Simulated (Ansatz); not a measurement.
**One crystal, many levels of theory: BN (Qingsongite)**

Aim: the gap of BN (Qingsongite) at several levels of theory on one structure, with the time that each takes.

Calculated with Ansatz 0.2.0; density functionals, hybrids and G0W0, plane waves, PAW.

Report form: the programs' logs are mostly left out.

In doubt: masses and optical values from hybrid runs of this build are listed as unsure (steps 9, 10), which bears on the screening that GW takes from such a start.

### 1. Set-up

The structure is cubic, space group F-43m (No. 216). The conventional cell has a = 3.615 Å, b = 3.615 Å, c = 3.615 Å, α = 90.00°, β = 90.00°, γ = 90.00°. B has 4 N at 1.57 Å nearest. N has 4 B at 1.57 Å nearest. Farther neighbours and most contacts between anions are not listed.

The cell and positions come from the Crystallography Open Database and are kept as given unless a step says otherwise.

The logs state that the PAW files were generated under PBE.

### 2. LDA on the 10×10×10 mesh

This step: DFT, LDA, plane waves, PAW; PAW set soft_1.

Contents of input.yaml:

```yaml
crystal:
  lattice:
    - [0.0, 1.8075, 1.8075]
    - [1.8075, 0.0, 1.8075]
    - [1.8075, 1.8075, 0.0]
  atoms:
    - { symbol: B, position: [0.0, 0.0, 0.0] }
    - { symbol: "N", position: [0.25, 0.25, 0.25] }
kpoints:
  mp_grid: { grid: [10, 10, 10] }
  band_path:
    path:
      - [0.0, 0.0, 0.0]
      - [-0.5, -0.5, 0.0]
      - [-0.375, -0.375, 0.25]
      - [-0.375, 0.0, 0.375]
      - [0.0, 0.0, 0.5]
      - [-0.5, -0.25, 0.25]
    npoints: 1
hamiltonian:
  xc: lda
  pseudopotentials: { kind: paw, azcp: { folder: soft_1 }, xc_functional: pbe }
scf:
  occupations: { method: fixed }
  n_extra_bands: 4
output:
  eigenvalues: true
```

The run is started by

```console
ansatz run input.yaml --threads 3 --pin off --max-ram 92160MiB --backend cuda --events-out ev --progress --plain --runs-dir out --devices 1 --max-vram 13GiB
```

Wall time 10 s (1 × NVIDIA H100 80GB HBM3 (shared by 6 runs) with 3 threads of AMD EPYC 7R13 (Zen 3), shared host); peak memory 0.8 GiB; 3.3 s of CPU time.

This step gave:

```yaml
gap: 4.356 eV
valence_top_at: Γ
conduction_bottom_at: X
least_direct_gap: 8.691 eV
```

Over mesh and listed points the gap is 4.356 eV, from k = Γ to k = (-0.500, -0.500, 0.000). The least direct gap found is 8.691 eV, at k = Γ.

### 3. PBE on the 10×10×10 mesh

Levels along a band path and on the mesh show where this functional puts the band edges.

This step: DFT, PBE, plane waves, PAW; PAW set soft_1.

Contents of input.yaml:

```yaml
crystal:
  lattice:
    - [0.0, 1.8075, 1.8075]
    - [1.8075, 0.0, 1.8075]
    - [1.8075, 1.8075, 0.0]
  atoms:
    - { symbol: B, position: [0.0, 0.0, 0.0] }
    - { symbol: "N", position: [0.25, 0.25, 0.25] }
kpoints:
  mp_grid: { grid: [10, 10, 10] }
  band_path:
    path:
      - [[0.0, 0.0, 0.0], [-0.5, -0.5, 0.0], [-0.375, -0.375, 0.25]]
      - [[-0.375, 0.0, 0.375], [0.0, 0.0, 0.0], [0.0, 0.0, 0.5], [-0.5, -0.25, 0.25], [-0.5, -0.5, 0.0]]
    npoints: 10
hamiltonian:
  xc: pbe
  pseudopotentials: { kind: paw, azcp: { folder: soft_1 } }
scf:
  occupations: { method: fermi_dirac, width: 0.02 }
  n_extra_bands: 4
output:
  eigenvalues: true
  write_density: true
  write_potential: true
  elf: true
  volumetric_format: npy
```

Elapsed: 8.7 s, on 1 × NVIDIA H100 80GB HBM3 (shared by 6 runs) with 3 threads; peak memory 0.85 GiB; 9.7 s of CPU time.

This step gave:

* filled bands: 4
* gap: 4.467 eV
* valence top at: Γ
* conduction bottom at: X
* least direct gap: 8.825 eV

Over mesh and path the gap is 4.467 eV, from k = Γ to k = (-0.500, -0.500, 0.000). The least direct gap found is 8.825 eV, at k = Γ. PBE against LDA: 4.467 − 4.356 = +0.111 eV, with the same mesh, files and cutoff, and both edges at the same k points.

### 4. r2SCAN on the 10×10×10 mesh

r2SCAN is a meta-GGA: it depends on the kinetic-energy density as well as on the density and its gradient.

This step: DFT, r2SCAN, plane waves, PAW; PAW set soft_1.

Contents of input.yaml:

```yaml
crystal:
  lattice:
    - [0.0, 1.8075, 1.8075]
    - [1.8075, 0.0, 1.8075]
    - [1.8075, 1.8075, 0.0]
  atoms:
    - { symbol: B, position: [0.0, 0.0, 0.0] }
    - { symbol: "N", position: [0.25, 0.25, 0.25] }
kpoints:
  mp_grid: { grid: [10, 10, 10] }
  band_path:
    path:
      - [0.0, 0.0, 0.0]
      - [-0.5, -0.5, 0.0]
      - [-0.375, -0.375, 0.25]
      - [-0.375, 0.0, 0.375]
      - [0.0, 0.0, 0.5]
      - [-0.5, -0.25, 0.25]
    npoints: 1
hamiltonian:
  xc: r2scan
  pseudopotentials: { kind: paw, azcp: { folder: soft_1 } }
scf:
  occupations: { method: fixed }
  n_extra_bands: 4
output:
  eigenvalues: true
```

Run time: 5.1 s. Hardware: 1 × NVIDIA H100 80GB HBM3 (shared by 6 runs) with 3 threads; peak memory 0.86 GiB.

This step gave:

```
gap                  : 4.988 eV
valence top at       : Γ
conduction bottom at : X
least direct gap     : 9.555 eV
```

Over mesh and listed points the gap is 4.988 eV, from k = Γ to k = (-0.500, -0.500, 0.000). The least direct gap found is 9.555 eV, at k = Γ. r2SCAN against PBE: 4.988 − 4.467 = +0.521 eV. The runs also differ in plane-wave cutoff (420 eV and 500 eV), so how much of this comes from the functional alone is not known.

### 5. HSE06 on the 8×8×8 mesh

HSE06 mixes in a quarter of exact exchange at short range.

This step: DFT, HSE06, plane waves, PAW; PAW set soft_1.

input.yaml: that of step 4 with these lines changed.

```diff
@@ -9,3 +9,3 @@
 kpoints:
-  mp_grid: { grid: [10, 10, 10] }
+  mp_grid: { grid: [8, 8, 8] }
   band_path:
@@ -20,3 +20,3 @@
 hamiltonian:
-  xc: r2scan
+  xc: hse06
   pseudopotentials: { kind: paw, azcp: { folder: soft_1 } }
@@ -27 +27,5 @@
   eigenvalues: true
+  write_density: true
+  write_potential: true
+  elf: true
+  volumetric_format: npy
```

Wall time 36 s (1 × NVIDIA H100 80GB HBM3 (shared by 6 runs) with 3 threads); peak memory 1.1 GiB; 32 s of CPU time.

Numbers from this step:

```
gap                     : 5.783 eV
valence top at          : Γ
conduction bottom at    : X
least direct gap        : 10.56 eV
exact-exchange fraction : 0.25
```

Over mesh and listed points the gap is 5.783 eV, from k = Γ to k = (-0.500, -0.500, 0.000). The least direct gap found is 10.563 eV, at k = Γ. HSE06 against PBE: 5.783 − 4.467 = +1.316 eV. The runs also differ in mesh (10×10×10 and 8×8×8), so how much of this comes from the functional alone is not known.

### 6. PBE0 on the 8×8×8 mesh

PBE0 mixes in a quarter of exact exchange at all distances.

This step: DFT, PBE0, plane waves, PAW; PAW set soft_1.

input.yaml: that of step 5 with these lines changed.

```diff
@@ -20,3 +20,3 @@
 hamiltonian:
-  xc: hse06
+  xc: pbe0
   pseudopotentials: { kind: paw, azcp: { folder: soft_1 } }
```

The job ended after 22 s (1 × NVIDIA H100 80GB HBM3 (shared by 6 runs) with 3 threads; peak memory 1.1 GiB).

This step gave:

```
gap                     : 6.547 eV
valence top at          : Γ
conduction bottom at    : X
least direct gap        : 11.33 eV
exact-exchange fraction : 0.25
```

Over mesh and listed points the gap is 6.547 eV, from k = Γ to k = (-0.500, -0.500, 0.000). The least direct gap found is 11.328 eV, at k = Γ. PBE0 against HSE06: 6.547 − 5.783 = +0.764 eV, with the same mesh, files and cutoff, and both edges at the same k points.

### 7. DDH-PBE0 on the 8×8×8 mesh

The input asks for a share of exact exchange of one over the crystal's ε∞, which the program works out first.

This step: DFT, dielectric-dependent PBE0 (fraction 1/eps_inf of PBE), plane waves, PAW; PAW set soft_1.

input.yaml: that of step 6 with these lines changed.

```diff
@@ -8,2 +8,3 @@
     - { symbol: "N", position: [0.25, 0.25, 0.25] }
+  host: atoms
 kpoints:
@@ -20,3 +21,6 @@
 hamiltonian:
-  xc: pbe0
+  xc:
+    exchange: pbe
+    correlation: pbe
+    exx: { coeff: inverse_dielectric }
   pseudopotentials: { kind: paw, azcp: { folder: soft_1 } }
```

Elapsed: 22 s, on 1 × NVIDIA H100 80GB HBM3 (shared by 6 runs) with 3 threads; peak memory 1.2 GiB.

Numbers from this step:

- gap: 6.269 eV
- valence top at: Γ
- conduction bottom at: X
- least direct gap: 10.99 eV
- exact-exchange fraction: 0.2170

Over mesh and listed points the gap is 6.269 eV, from k = Γ to k = (-0.500, -0.500, 0.000). The least direct gap found is 10.994 eV, at k = Γ. DDH-PBE0 against PBE0: 6.269 − 6.547 = −0.278 eV, with the same mesh, files and cutoff, and both edges at the same k points.

### 8. G0W0@PBE, 8×8×8 mesh, 75 empty bands, screening to 200 eV, PAW set soft_1 files

G0W0 replaces the xc potential by a self-energy built once from the orbitals of the start. Levels are corrected in the window of bands that the input names, at points of the mesh.

This step: G0W0 on PBE, plane waves, PAW; PAW set soft_1.

Contents of input.yaml:

```yaml
crystal:
  lattice:
    - [0.0, 1.8075, 1.8075]
    - [1.8075, 0.0, 1.8075]
    - [1.8075, 1.8075, 0.0]
  atoms:
    - { symbol: B, position: [0.0, 0.0, 0.0] }
    - { symbol: "N", position: [0.25, 0.25, 0.25] }
kpoints:
  mp_grid: { grid: [8, 8, 8] }
hamiltonian:
  xc: pbe
  pseudopotentials: { kind: paw, azcp: { folder: soft_1 } }
scf:
  occupations: { method: fixed }
gw:
  n_empty_bands: 75
  ecut_chi: 200.0
  qp_bands: [v2, c2]
  qp_kpoints: band_edges
  screening: { model: contour_deformation }
```

Elapsed: 26 s, on 1 × NVIDIA H100 80GB HBM3 (shared by 6 runs) with 3 threads; peak memory 0.97 GiB.

This step gave:

| Quantity | Value |
| --- | --- |
| bands summed | 79 |
| RPA ε∞ on this mesh (eigenvalues) | 4.384, 4.384, 4.384 |
| plane waves in the screening matrix | 65 |
| G0W0 gap over the corrected points | 6.097 eV |
| k of the valence top | 0, 0, 0 |
| k of the conduction bottom | 0, -0.5, -0.5 |
| starting gap on the mesh | 4.466 eV |
| Z at the valence top | 0.8250 |
| Z at the conduction bottom | 0.8527 |
| least direct G0W0 gap over the corrected points | 11.04 eV |

Over 11 of 29 irreducible mesh points the G0W0 gap is 6.097 eV, from k = Γ to k = (0.000, -0.500, -0.500). The PBE gap of this run on the mesh is 4.466 eV. The two states that bound the G0W0 gap lie that far apart at the start, so the correction of the gap is 6.097 − 4.466 = +1.631 eV.

### 9. G0W0@HSE06, 8×8×8 mesh, 35 empty bands, screening to 120 eV, PAW set soft_1 files

This step: G0W0 on HSE06, plane waves, PAW; PAW set soft_1.

input.yaml: that of step 8 with these lines changed.

```diff
@@ -11,3 +11,3 @@
 hamiltonian:
-  xc: pbe
+  xc: hse06
   pseudopotentials: { kind: paw, azcp: { folder: soft_1 } }
@@ -16,4 +16,4 @@
 gw:
-  n_empty_bands: 75
-  ecut_chi: 200.0
+  n_empty_bands: 35
+  ecut_chi: 120
   qp_bands: [v2, c2]
```

Run time: 28 s. Hardware: 1 × NVIDIA H100 80GB HBM3 (shared by 6 runs) with 3 threads; peak memory 1.2 GiB.

This step gave:

- bands summed: 39
- RPA ε∞ on this mesh (eigenvalues): 3.928, 3.928, 3.928
- plane waves in the screening matrix: 27
- G0W0 gap over the corrected points: 6.386 eV
- k of the valence top: 0, 0, 0
- k of the conduction bottom: 0, -0.5, -0.5
- starting gap on the mesh: 5.783 eV
- Z at the valence top: 0.8465
- Z at the conduction bottom: 0.8696
- least direct G0W0 gap over the corrected points: 11.48 eV

Over 11 of 29 irreducible mesh points the G0W0 gap is 6.386 eV, from k = Γ to k = (0.000, -0.500, -0.500). The HSE06 gap of this run on the mesh is 5.783 eV. The two states that bound the G0W0 gap lie that far apart at the start, so the correction of the gap is 6.386 − 5.783 = +0.603 eV. G0W0@HSE06 against G0W0@PBE with 39 bands (a further run, in the table below): 6.386 − 5.895 = +0.491 eV, with the same mesh, files and cutoffs, and both edges at the same k points.

### 10. G0W0@PBE0, 8×8×8 mesh, 35 empty bands, screening to 120 eV, PAW set soft_1 files

This step: G0W0 on PBE0, plane waves, PAW; PAW set soft_1.

input.yaml: that of step 9 with these lines changed.

```diff
@@ -11,3 +11,3 @@
 hamiltonian:
-  xc: hse06
+  xc: pbe0
   pseudopotentials: { kind: paw, azcp: { folder: soft_1 } }
```

It took 31 s on 1 × NVIDIA H100 80GB HBM3 (shared by 6 runs) with 3 threads; peak memory 1.2 GiB.

Numbers from this step:

| Property | Result |
| --- | --- |
| bands summed | 39 |
| RPA ε∞ on this mesh (eigenvalues) | 3.776, 3.776, 3.776 |
| plane waves in the screening matrix | 27 |
| G0W0 gap over the corrected points | 6.542 eV |
| k of the valence top | 0, 0, 0 |
| k of the conduction bottom | 0, -0.5, -0.5 |
| starting gap on the mesh | 6.547 eV |
| Z at the valence top | 0.8520 |
| Z at the conduction bottom | 0.8743 |
| least direct G0W0 gap over the corrected points | 11.65 eV |

Over 11 of 29 irreducible mesh points the G0W0 gap is 6.542 eV, from k = Γ to k = (0.000, -0.500, -0.500). The PBE0 gap of this run on the mesh is 6.547 eV. The two states that bound the G0W0 gap lie that far apart at the start, so the correction of the gap is 6.542 − 6.547 = −0.005 eV. G0W0@PBE0 against G0W0@HSE06 with 39 bands: 6.542 − 6.386 = +0.156 eV, with the same mesh, files and cutoffs, and both edges at the same k points.

### 11. The ladder

Each gap is the least one over the points named; times are wall times on shared hosts, not benchmarks. A G0W0 time includes the run's own self-consistent start. Runs with listed points see these and the mesh alone, so an edge that moves elsewhere is missed. Rows marked * are further runs, not shown as steps, whose inputs differ from the G0W0 step on the same start in the columns given; solver thresholds can differ too. Symmetry makes (-0.500, -0.500, 0.000) and (0.000, -0.500, -0.500) one point.

| level | mesh | files, cutoff | bands summed, screening | points | gap (eV) | valence top | conduction bottom | least direct gap (eV) | time |
| --- | --- | --- | --- | --- | --- | --- | --- | --- | --- |
| LDA | 10×10×10 | soft_1 PAW, 420 eV | - | mesh and listed points | 4.356 | Γ | (-0.500, -0.500, 0.000) | 8.691 | 10 s |
| PBE | 10×10×10 | soft_1 PAW, 420 eV | - | mesh and path | 4.467 | Γ | (-0.500, -0.500, 0.000) | 8.825 | 8.7 s |
| r2SCAN | 10×10×10 | soft_1 PAW, 500 eV | - | mesh and listed points | 4.988 | Γ | (-0.500, -0.500, 0.000) | 9.555 | 5.1 s |
| HSE06 | 8×8×8 | soft_1 PAW, 420 eV | - | mesh and listed points | 5.783 | Γ | (-0.500, -0.500, 0.000) | 10.563 | 36 s |
| PBE0 | 8×8×8 | soft_1 PAW, 420 eV | - | mesh and listed points | 6.547 | Γ | (-0.500, -0.500, 0.000) | 11.328 | 22 s |
| DDH-PBE0 | 8×8×8 | soft_1 PAW, 420 eV | - | mesh and listed points | 6.269 | Γ | (-0.500, -0.500, 0.000) | 10.994 | 22 s |
| G0W0@PBE* | 8×8×8 | soft_1 PAW, 420 eV | 16, 60 eV | 11 of 29 irreducible mesh points | 5.620 | Γ | (0.000, -0.500, -0.500) | 10.830 | 23 s |
| G0W0@PBE* | 8×8×8 | soft_1 PAW, 420 eV | 39, 120 eV | 11 of 29 irreducible mesh points | 5.895 | Γ | (0.000, -0.500, -0.500) | 10.882 | 16 s |
| G0W0@PBE | 8×8×8 | soft_1 PAW, 420 eV | 79, 200 eV | 11 of 29 irreducible mesh points | 6.097 | Γ | (0.000, -0.500, -0.500) | 11.041 | 26 s |
| G0W0@PBE* | 6×6×6 | soft_1 PAW, 420 eV | 39, 120 eV | 8 of 16 irreducible mesh points | 5.894 | Γ | (0.000, -0.500, -0.500) | 10.882 | 13 s |
| G0W0@HSE06 | 8×8×8 | soft_1 PAW, 420 eV | 39, 120 eV | 11 of 29 irreducible mesh points | 6.386 | Γ | (0.000, -0.500, -0.500) | 11.478 | 28 s |
| G0W0@PBE0 | 8×8×8 | soft_1 PAW, 420 eV | 39, 120 eV | 11 of 29 irreducible mesh points | 6.542 | Γ | (0.000, -0.500, -0.500) | 11.653 | 31 s |

### 12. Results

```
LDA, over mesh and listed points                                  : 4.356 eV
PBE, over mesh and path                                           : 4.467 eV
r2SCAN, over mesh and listed points                               : 4.988 eV
HSE06, over mesh and listed points                                : 5.783 eV
PBE0, over mesh and listed points                                 : 6.547 eV
DDH-PBE0, over mesh and listed points                             : 6.269 eV
G0W0@PBE (79 bands, 8×8×8), over 11 of 29 irreducible mesh points : 6.097 eV
G0W0@HSE06, over 11 of 29 irreducible mesh points                 : 6.386 eV
G0W0@PBE0, over 11 of 29 irreducible mesh points                  : 6.542 eV
known limits                                                      : finite bands, screening cutoff and k mesh; no spin-orbit coupling in G0W0
```

The rows run from 4.356 eV (LDA) to 6.547 eV (PBE0). They differ in mesh, plane-wave cutoff, bands and screening cutoff of G0W0 and the points over which the gap was sought as well as in level, so only pairs that share these are like for like. PBE against LDA: 4.467 − 4.356 = +0.111 eV, with the same mesh, files and cutoff, and both edges at the same k points. PBE0 against HSE06: 6.547 − 5.783 = +0.764 eV, with the same mesh, files and cutoff, and both edges at the same k points. DDH-PBE0 against PBE0: 6.269 − 6.547 = −0.278 eV, with the same mesh, files and cutoff, and both edges at the same k points. G0W0@HSE06 against G0W0@PBE with 39 bands: 6.386 − 5.895 = +0.491 eV, with the same mesh, files and cutoffs, and both edges at the same k points. G0W0@PBE0 against G0W0@HSE06 with 39 bands: 6.542 − 6.386 = +0.156 eV, with the same mesh, files and cutoffs, and both edges at the same k points. The dielectric-dependent hybrid took 0.217 of exact exchange, against 0.25 in PBE0. G0W0@PBE (79 bands, 8×8×8) moves the gap of its own start on the mesh by 6.097 − 4.466 = +1.631 eV, between the same two levels. Both edges that PBE shows over mesh and path lie at k points where levels were corrected. Levels at other points were not corrected, so a lower G0W0 gap elsewhere in the zone is not ruled out. G0W0@HSE06 moves the gap of its own start on the mesh by 6.386 − 5.783 = +0.603 eV, between the same two levels. Both edges that HSE06 shows over mesh and listed points lie at k points where levels were corrected. Levels at other points were not corrected, so a lower G0W0 gap elsewhere in the zone is not ruled out. G0W0@PBE0 moves the gap of its own start on the mesh by 6.542 − 6.547 = −0.005 eV, between the same two levels. Both edges that PBE0 shows over mesh and listed points lie at k points where levels were corrected. Levels at other points were not corrected, so a lower G0W0 gap elsewhere in the zone is not ruled out. For G0W0@PBE: from 16 bands and 60 eV to 79 bands and 200 eV the gap moves by 6.097 − 5.620 = +0.477 eV (rung by rung 5.620, 5.895, 6.097 eV); bands and screening cutoff rise together, so their parts are not told apart. A line in one over the bands through the two highest rungs gives 6.097 + (6.097 − 5.895) × 39 / (79 − 39) = 6.294 eV, and through the pair below 5.895 + (5.895 − 5.620) × 16 / (39 − 16) = 6.086 eV. The two differ by 0.208 eV, not under the 0.030 eV asked, so the law does not hold well over these rungs and the limit is not known. The other G0W0 rows are shown at one basis each (39 bands), so their distance from the limit is not known here. With the 6×6×6 mesh in place of the 8×8×8 mesh and all else as in the G0W0@PBE row with 39 bands, the gap differs by 5.894 − 5.895 = −0.001 eV, and that of the start by 4.465 − 4.466 = −0.001 eV. The G0W0 runs are scalar-relativistic. G0W0@PBE runs of this series with other atomic data on the same mesh, not shown as steps, give 5.903 eV (hard PAW, 870 eV, 39 bands, screening to 120 eV; the table's row with the same empty bands and screening cutoff has 5.895 eV); where bands and cutoffs differ too, the part of the files is not isolated.

[Paths, hosts, dates, memory and timing lines, banners, echoed tables and standing remarks are left out of the program output.]

[Logs are printed without paths, hosts, clocks, repeated set-up lines and the standing remarks that a program may print on its own settings, such as how far it seeks lower states.]

[Runs of the session that timed out or met a known fault of the program may be left out.]

[Cells called generated may have been cut or substituted from an entry of the Crystallography Open Database or the Materials Project.]

[Hosts, paths, dates, database ids (printed as entryN), source tags and the programs' standing remarks are cut or masked in the printed files.]

[Where an RPA ε∞ is given, it is that of the G0W0 mesh and is not shown converged in it. Names of k-points follow the symmetry that the program found, which can be lower than the space group named. Band edges on a path are those of the sampled points; other points can move an edge, and change direct to indirect where valleys lie close.]

[Hybrid gaps are those of their k-mesh and are not shown converged in it.]
